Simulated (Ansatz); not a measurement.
**Li2Sc (built on the sites of a database entry of ScCu2): the cell at rest**

Aim: bring Li2Sc (built on the sites of a database entry of ScCu2) to small forces and stress, as phonons need.

Method: DFT PBEsol, scalar-relativistic, plane waves, PAW, in Ansatz 0.2.0.

The structure was built from a prototype and need not be the compound's stable phase.

## 1. Starting point

The structure is tetragonal, space group I4/mmm (No. 139). The conventional cell has a = 3.238 Å, b = 3.238 Å, c = 8.230 Å, α = 90.00°, β = 90.00°, γ = 90.00°. Nearest to Sc lie 10 Li at 2.68 to 2.70 Å. Nearest to Li lie 5 Li at 2.61 to 2.86 Å and 5 Sc at 2.68 to 2.70 Å. Farther neighbours are not listed.

As a file:

```cif
data_structure
_symmetry_space_group_name_H-M 'I4/mmm'
_symmetry_Int_Tables_number 139
_cell_length_a 3.2380
_cell_length_b 3.2380
_cell_length_c 8.2296
_cell_angle_alpha 90.000
_cell_angle_beta 90.000
_cell_angle_gamma 90.000
_cell_volume 86.29
loop_
_atom_site_label
_atom_site_type_symbol
_atom_site_symmetry_multiplicity
_atom_site_Wyckoff_symbol
_atom_site_fract_x
_atom_site_fract_y
_atom_site_fract_z
_atom_site_occupancy
Sc1 Sc 2 a 0.00000 0.00000 0.00000 1
Li1 Li 4 e 0.50000 0.50000 0.17384 1
```

## 2. Probe on a coarse mesh

First a cheap look: the gap decides the mesh and the occupations, the pressure tells how far the cell has to move.

File input.yaml:

```yaml
crystal:
  lattice:
    - [-1.61901, 1.61901, 4.11482]
    - [1.61901, -1.61901, 4.11482]
    - [1.61901, 1.61901, -4.11482]
  atoms:
    - { symbol: Sc, position: [0.0, 0.0, 0.0] }
    - { symbol: Li, position: [0.67384456, 0.67384456, 0.0] }
    - { symbol: Li, position: [0.32615544, 0.32615544, 0.0] }
kpoints:
  mp_grid: { grid: [8, 8, 8] }
hamiltonian:
  xc: pbesol
scf:
  occupations: { method: gaussian, width: 0.1 }
output:
  forces: true
  stress: true
  eigenvalues: true
```

Started as:

```sh
$ ansatz run input.yaml --threads 8 --pin off --max-ram 14336MiB --backend cpu --events-out ev --progress --plain --runs-dir out
```

Numbers of over 12 decimals in the logs are rounded to 6 here.

Output:

```text
[...]
P = ⅓ Tr σ = 16.0819 GPa (160.819 kbar)
--- Band table (eV; the first three rows and the last of 59) ---
  k-point 0: bands = [... 5 lower, -20.6970, 2.4978, 6.0736, 7.2699, 8.9928, 8.9928, 10.2883, 10.3720]
  k-point 1: bands = [... 5 lower, -20.7285, 2.8956, 6.3939, 7.4733, 8.3866, 8.7489, 9.7936, 10.5969]
  k-point 2: bands = [... 5 lower, -20.8040, 3.9946, 6.9796, 7.1950, 8.1001, 8.3404, 8.7646, 11.2629]
  k-point 58: bands = [... 5 lower, -20.6982, 3.5431, 5.0633, 7.0934, 8.6541, 9.6558, 9.6558, 10.3937]
[key lines of the parts left out:]
SCF converged after 6 iterations
Free energy (F): -2516.050931 eV
Fermi energy:    7.076107 eV
```

Elapsed: 0.7 s, on 8 threads of Arm Neoverse N1, shared host; peak memory 0.36 GiB; 3.4 s of CPU time.

Numbers from this step:

```yaml
pressure: 16.08 GPa
volume_per_atom: 14.38 Å³
gap_on_the_k_mesh: 0 eV
```

The coarse mesh shows no gap and a pressure of 16.1 GPa.

## 3. Rough relaxation

The start is far from rest, so a relaxation with loose tolerances brings it close first.

Edit input.yaml of step 2 so:

```diff
@@ -19 +19,6 @@
   eigenvalues: true
+relax:
+  adjacent_minimum: "off"
+  f_tol: 0.05
+  max_steps: 80
+  cell: { stress_tol: 0.5 }
```

Output:

```text
[...]
Crystal: 3 atoms, lattice volume = 43.143 Å³
Basis set: ecut = 420 eV, 849 PW (Γ), FFT grids on a1+a3, a2+a3, a3, exchange–correlation on 48×48×64 points (8 copies of the dense FFT grid, shifted against one another)
Bands: 13, of which v1, the nominal top of the filled ones, is band 9 counted from 1 (8 counted from 0)
Symmetry: 16 space group operations
[...]
F+E_penalty+E_count = -2516.80536828 eV   max|allowed force component| = 6.008e-4 eV/Å   (the final SCF, on the basis selected at the relaxed cell)
  cell:  # Å, volume = 59.4989 Å³
    - [-1.714672, 1.714672, 5.059258]
    - [1.714672, -1.714672, 5.059258]
    - [1.714672, 1.714672, -5.059258]
  atoms:
    - { symbol: Sc, position: [0, 0, 0] }
    - { symbol: Li, position: [0.683923, 0.683923, 0] }
    - { symbol: Li, position: [0.316077, 0.316077, 0] }
[key lines of the parts left out:]
SCF converged after 3 iterations
Free energy (F): -2516.805368 eV
Fermi energy:    4.644663 eV
P = ⅓ Tr σ = 0.0631 GPa (0.631 kbar)
```

It took 6 s on 8 threads; peak memory 0.42 GiB.

Relaxation path:

```csv
step,energy less that of the first step (eV),largest force component (eV/Å),pressure (GPa),volume (Å³)
1,0.0000,0.3877,16.08,43.14
2,-0.4369,0.0519,8.09,48.69
3,-0.6262,0.0268,3.89,53.16
4,-0.7098,0.0024,1.46,56.61
5,-0.7398,0.0140,0.09,58.86
6,-0.7425,0.0058,-0.11,59.18
7*,-0.7521,0.0054,0.18,59.18
8,-0.7544,0.0006,0.06,59.50
9*,-0.7544,0.0006,0.06,59.50
```

Relaxation steps marked * repeat the geometry before them on a plane-wave basis chosen anew for their cell, so energy and pressure can jump there.

Forces are held to the 16 operations that the run works with; a distortion that breaks them can't arise in this run.

| cell as run | before | after | change |
| --- | --- | --- | --- |
| a (Å) | 4.709 | 5.610 | +19.1 % |
| b (Å) | 4.709 | 5.610 | +19.1 % |
| c (Å) | 4.709 | 5.610 | +19.1 % |
| α (°) | 139.78 | 144.41 | +3.3 % |
| β (°) | 139.78 | 144.41 | +3.3 % |
| γ (°) | 58.19 | 51.22 | -12.0 % |
| volume (Å³/atom) | 14.38 | 19.83 | +37.9 % |

The atoms that moved most (Å, as changes of fractional coordinates times the final cell):

```
atom     dx     dy      dz  length
 Li2  0.000  0.000   0.102   0.102
 Li3  0.000  0.000  -0.102   0.102
```

The relaxed structure:

```cif
data_structure
_symmetry_space_group_name_H-M 'P 1'
_symmetry_Int_Tables_number 1
_cell_length_a 5.6104
_cell_length_b 5.6104
_cell_length_c 5.6104
_cell_angle_alpha 144.408
_cell_angle_beta 144.408
_cell_angle_gamma 51.217
_cell_volume 59.50
loop_
_atom_site_label
_atom_site_type_symbol
_atom_site_fract_x
_atom_site_fract_y
_atom_site_fract_z
_atom_site_occupancy
Sc1 Sc 0.00000 0.00000 0.00000 1
Li2 Li 0.68392 0.68392 0.00000 1
Li3 Li 0.31608 0.31608 0.00000 1
```

This step gave:

| Quantity | Value |
| --- | --- |
| pressure | 0.06306 GPa |
| volume per atom | 19.83 Å³ |

In this step the volume went from 14.38 to 19.83 Å³/atom.

## 4. Relaxation

The cell and atoms are relaxed, since residual forces and stress would shift the frequencies.

File input.yaml:

```yaml
crystal:
  lattice:
    - [-1.7146719077, 1.7146719077, 5.0592576121]
    - [1.7146719077, -1.7146719077, 5.0592576121]
    - [1.7146719077, 1.7146719077, -5.0592576121]
  atoms:
    - { symbol: Sc, position: [0.0, 0.0, 0.0] }
    - { symbol: Li, position: [0.6839225147, 0.6839225147, 0.0] }
    - { symbol: Li, position: [0.3160774853, 0.3160774853, 0.0] }
kpoints:
  mp_grid: { grid: [18, 18, 18] }
hamiltonian:
  xc: pbesol
scf:
  occupations: { method: gaussian, width: 0.1 }
output:
  forces: true
  stress: true
  eigenvalues: true
  write_density: true
  write_potential: true
  elf: true
  volumetric_format: npy
relax:
  adjacent_minimum: "off"
  f_tol: 0.005
  max_steps: 80
  cell: { stress_tol: 0.05 }
```

Output:

```text
[...]
Crystal: 3 atoms, lattice volume = 59.499 Å³
Basis set: ecut = 420 eV, 1177 PW (Γ), exchange–correlation on 80×80×80 points (8 copies of the dense FFT grid, shifted against one another)
Bands: 13, of which v1, the nominal top of the filled ones, is band 9 counted from 1 (8 counted from 0)
Symmetry: 16 space group operations
[...]
k-points: 480 of 5832
[...]
SCF iter   1: F=—  HF=-2516.806663 eV  |F-HF|=—  |Δ(HF+E_count)|=         —  Δρ=4.58e-3  dr2=2.09e-2  ethr=1.77e-3  ⟨swp⟩=4.0  Hψ=28404  notcnv=0
[...]
SCF iter   6: F=-2516.801278 eV  HF=-2516.801278 eV  |F-HF|=1.02e-9  |Δ(HF+E_count)|=   6.32e-8  Δρ=3.97e-6  dr2=9.16e-9  ethr=5.88e-10  ⟨swp⟩=7.1  Hψ=34158  notcnv=0
SCF 1 converged in 6 iterations: F = -2516.801278 eV  dr2 = 9.16e-9
[...]
relax step   1: F+E_penalty+E_count = -2516.80127833 eV  Δ(F+E_penalty+E_count) = +0.000e0 eV  max|allowed force component| = 1.089e-2 eV/Å  Δτ_max = 0.0000 Å  P = +0.079 GPa  Ω = 59.499 Å³  (6 SCF iters, dr2 threshold 1.00e-7 eV, accepted)
Crystal: 3 atoms, lattice volume = 59.688 Å³
[...]
SCF iter   5: F=-2516.802839 eV  HF=-2516.802839 eV  |F-HF|=1.02e-7  |Δ(HF+E_count)|=   5.55e-7  Δρ=1.48e-5  dr2=1.49e-7  ethr=1.76e-9  ⟨swp⟩=8.0  Hψ=39384  notcnv=0
SCF 2 converged in 5 iterations: F = -2516.802839 eV  dr2 = 1.49e-7
relax step   2: F+E_penalty+E_count = -2516.80283936 eV  Δ(F+E_penalty+E_count) = -1.561e-3 eV  max|allowed force component| = 1.042e-2 eV/Å  Δτ_max = 0.0057 Å  P = +0.036 GPa  Ω = 59.688 Å³  energy of the carried Pulay correction = -8.480e-6 eV  (5 SCF iters, dr2 threshold 3.00e-7 eV, accepted)
Crystal: 3 atoms, lattice volume = 60.056 Å³
Basis set: ecut = 420 eV, 1185 PW (Γ), exchange–correlation on 80×80×80 points (8 copies of the dense FFT grid, shifted against one another)
[...]
SCF iter   5: F=-2516.803192 eV  HF=-2516.803192 eV  |F-HF|=6.74e-9  |Δ(HF+E_count)|=   1.86e-8  Δρ=3.71e-6  dr2=1.30e-8  ethr=8.56e-10  ⟨swp⟩=6.6  Hψ=30859  notcnv=0
SCF 3 converged in 5 iterations: F = -2516.803192 eV  dr2 = 1.30e-8
relax step   3: F+E_penalty+E_count = -2516.80319245 eV  Δ(F+E_penalty+E_count) = -3.531e-4 eV  max|allowed force component| = 1.611e-2 eV/Å  Δτ_max = 0.0105 Å  P = -0.142 GPa  Ω = 60.056 Å³  energy of the carried Pulay correction = -2.487e-5 eV  (5 SCF iters, dr2 threshold 1.46e-7 eV, accepted)
[...]
relax step   4: F+E_penalty+E_count = -2516.80339298 eV  Δ(F+E_penalty+E_count) = -2.005e-4 eV  max|allowed force component| = 3.210e-3 eV/Å  Δτ_max = 0.0058 Å  P = +0.021 GPa  Ω = 59.763 Å³  energy of the carried Pulay correction = -1.182e-5 eV  (5 SCF iters, dr2 threshold 5.44e-8 eV, accepted)
[...]
SCF iter   5: F=-2516.803402 eV  HF=-2516.803402 eV  |F-HF|=1.55e-11  |Δ(HF+E_count)|=  2.48e-10  Δρ=1.04e-7  dr2=2.39e-12  ethr=1.00e-12  ⟨swp⟩=4.0  Hψ=20755  notcnv=0
SCF 5 converged in 5 iterations: F = -2516.803402 eV  dr2 = 2.39e-12
relax step   5: F+E_penalty+E_count = -2516.80340210 eV  Δ(F+E_penalty+E_count) = -9.118e-6 eV  max|allowed force component| = 3.197e-3 eV/Å  Δτ_max = 0.0000 Å  P = +0.020 GPa  Ω = 59.763 Å³  stress off target by 3.12e-2 GPa  SCF on the basis re-selected at this cell (its energy is not comparable with the rows above)  (5 SCF iters)
[...]
SCF converged after 5 iterations
Free energy (F): -2516.803402 eV
[...]
Internal energy: -2516.791041 eV  (E = F + TS)
E sigma→0 (E₀):  -2516.797222 eV
Entropy (-TS):   -0.012361 eV (-4.120 meV/atom)
Fermi energy:    4.650719 eV
[...]
--- Forces (eV/Å), atoms counted from 1 ---
  atom   1  Sc    -0.00000000     0.00000000     0.00000000
  atom   2  Li     0.00000000     0.00000000     0.00319713
  atom   3  Li     0.00000000     0.00000000    -0.00319713
  max |Σ_I F_I| component: 1.73e-18 eV/Å
--- Stress (GPa, compression-positive) ---
        0.031175       0.000000       0.000000
        0.000000       0.031175       0.000000
        0.000000       0.000000      -0.001141
  P = ⅓ Tr σ = 0.0204 GPa (0.204 kbar)
--- Band table (eV; the first three rows and the last of 480) ---
  k-point 0: bands = [... 5 lower, -23.8972, 0.2536, 3.6724, 4.7083, 5.1739, 6.3781, 6.3781, 7.2106]
  k-point 1: bands = [... 5 lower, -23.9009, 0.3302, 3.7303, 4.7403, 5.1304, 6.2967, 6.4659, 7.1352]
  k-point 2: bands = [... 5 lower, -23.9115, 0.5568, 3.8984, 4.8369, 5.0377, 6.0639, 6.6896, 6.9115]
  k-point 479: bands = [... 5 lower, -23.8973, 0.9453, 2.1427, 4.6694, 5.3664, 6.5642, 6.5642, 7.2131]
--- Relaxed structure (4 steps of the walk, 4 accepted, 1 SCFs on fresh bases) ---
[...]
cell:  # Å, volume = 59.7626 Å³
    - [-1.702094, 1.702094, 5.157067]
    - [1.702094, -1.702094, 5.157067]
    - [1.702094, 1.702094, -5.157067]
  atoms:
    - { symbol: Sc, position: [0, 0, 0] }
    - { symbol: Li, position: [0.683832, 0.683832, 0] }
    - { symbol: Li, position: [0.316168, 0.316168, 0] }
```

The job ended after 28 s (8 threads; peak memory 0.74 GiB).

Relaxation path:

```
step  energy less that of the first step (eV)  largest force component (eV/Å)  pressure (GPa)  volume (Å³)
   1                                   0.0000                          0.0109            0.08        59.50
   2                                  -0.0016                          0.0104            0.04        59.69
   3                                  -0.0019                          0.0161           -0.14        60.06
   4                                  -0.0021                          0.0032            0.02        59.76
  5*                                  -0.0021                          0.0032            0.02        59.76
```

Relaxation steps marked * repeat the geometry before them on a plane-wave basis chosen anew for their cell, so energy and pressure can jump there.

Forces are held to the 16 operations that the run works with; a distortion that breaks them can't arise in this run.

```csv
"conventional cell, symmetrised",before,after,change
a (Å),3.429,3.404,-0.7 %
b (Å),3.429,3.404,-0.7 %
c (Å),10.119,10.314,+1.9 %
volume (Å³/atom),19.83,19.92,+0.4 %
```

Final coordinates:

```
Sc Li
1.0
    -1.70209    1.70209    5.15707
     1.70209   -1.70209    5.15707
     1.70209    1.70209   -5.15707
Sc Li
1 2
Direct
  0.00000 0.00000 0.00000
  0.68383 0.68383 0.00000
  0.31617 0.31617 0.00000
```

This step gave:

```yaml
pressure: 0.02040 GPa
volume_per_atom: 19.92 Å³
```

ELF in the ab plane of the cell as run, not the conventional one, at fractional z = 0.000, with atoms of Sc and Li within 0.2 Å of it. It is the smooth field of the valence electrons, not physical close to the nuclei.

Ten even steps from '0' (0.37 × 1e-1) to '9' (9.91 × 1e-1), each cell a mean:
```
2462034323441046
6674023100123104
3553013101101210
0111024204840131
3111135403994024
5433456640598114
4322467773034103
4100136777400002
4101103677642113
5204850367654334
4302995036532123
2320398114410000
0122024102311342
4112200002311576
6511332113411564
1640245444530362
```
Columns run along a (5.7 Å), rows up along b (5.7 Å). Atoms in or near the plane, at fractional coordinates: Sc at (0.00, 0.00), Li at (0.68, 0.68), Li at (0.32, 0.32).

Valence density in the ab plane of the cell as run, not the conventional one, at fractional z = 0.000, with atoms of Sc and Li within 0.2 Å of it. It is the smooth field of the valence electrons, not physical close to the nuclei.

Values in e/Å³, 16 rows by 16 columns, each cell a mean:
```
6.9 6.1 2.7 0.5 0.1 0.1 0.1 0.1 0.1 0.1 0.1 0.1 0.1 0.2 1.1 4.3
3.4 4.4 2.8 0.8 0.2 0.1 0.1 0.1 0.1 0.1 0.1 0.1 0.1 0.1 0.2 1.1
0.7 1.4 1.3 0.6 0.2 0.1 0.1 0.1 0.1 0.3 0.3 0.1 0.1 0.1 0.1 0.2
0.1 0.2 0.3 0.3 0.2 0.1 0.1 0.1 0.1 1.2 3.2 1.3 0.2 0.1 0.1 0.1
0.1 0.1 0.1 0.1 0.1 0.1 0.1 0.1 0.1 1.0 6.0 6.3 1.3 0.1 0.1 0.1
0.1 0.1 0.1 0.1 0.1 0.1 0.1 0.1 0.1 0.2 1.9 6.0 3.2 0.3 0.1 0.1
0.1 0.1 0.1 0.1 0.1 0.1 0.1 0.1 0.1 0.1 0.2 1.0 1.2 0.3 0.1 0.1
0.1 0.1 0.1 0.1 0.1 0.1 0.1 0.1 0.1 0.1 0.1 0.1 0.1 0.1 0.1 0.1
0.1 0.1 0.1 0.4 0.5 0.2 0.1 0.1 0.1 0.1 0.1 0.1 0.1 0.1 0.1 0.1
0.1 0.1 0.1 1.1 3.6 2.0 0.2 0.1 0.1 0.1 0.1 0.1 0.1 0.1 0.1 0.1
0.1 0.1 0.1 0.6 5.0 7.6 2.0 0.2 0.1 0.1 0.1 0.1 0.1 0.1 0.1 0.1
0.1 0.1 0.1 0.1 1.1 5.0 3.6 0.5 0.1 0.1 0.1 0.1 0.2 0.2 0.2 0.1
0.2 0.1 0.1 0.1 0.1 0.6 1.1 0.4 0.1 0.1 0.1 0.1 0.3 0.6 0.8 0.5
1.1 0.3 0.1 0.1 0.1 0.1 0.1 0.1 0.1 0.1 0.1 0.1 0.3 1.3 2.8 2.7
4.4 1.4 0.3 0.1 0.1 0.1 0.1 0.1 0.1 0.1 0.1 0.1 0.2 1.4 4.4 6.1
7.1 4.4 1.1 0.2 0.1 0.1 0.1 0.1 0.1 0.1 0.1 0.1 0.1 0.7 3.4 6.9
```
Columns run along a (5.7 Å), rows up along b (5.7 Å). Atoms in or near the plane, at fractional coordinates: Sc at (0.00, 0.00), Li at (0.68, 0.68), Li at (0.32, 0.32).

Electrostatic potential energy in the ab plane of the cell as run, not the conventional one, at fractional z = 0.000, with atoms of Sc and Li within 0.2 Å of it. With pseudopotentials it is smooth inside the atoms' cores, unlike the true potential.

Ten even steps from '0' (-49 eV) to '9' (8 eV), each cell a mean:
```
0037899999999851
2036899999999985
6556899987789998
8877899985468999
9999999986336899
9999999998534799
9999999999865799
9998999999988899
9987789999999999
9985458999999999
9996325899999999
9998634799998888
8999865789997667
5899998899997533
1589999999998500
0158999999998620
```
Columns run along a (5.7 Å; values clipped at the 3rd and 97th percentile), rows up along b (5.7 Å). Atoms in or near the plane, at fractional coordinates: Sc at (0.00, 0.00), Li at (0.68, 0.68), Li at (0.32, 0.32).

In this step the volume went from 19.83 to 19.92 Å³/atom.

[end of part 1 of 2]

[Logs are printed without paths, hosts, clocks, repeated set-up lines and the standing remarks that a program may print on its own settings, such as how far it seeks lower states.]

[Hosts, paths, dates, database ids (printed as entryN), source tags and the programs' standing remarks are cut or masked in the printed files.]
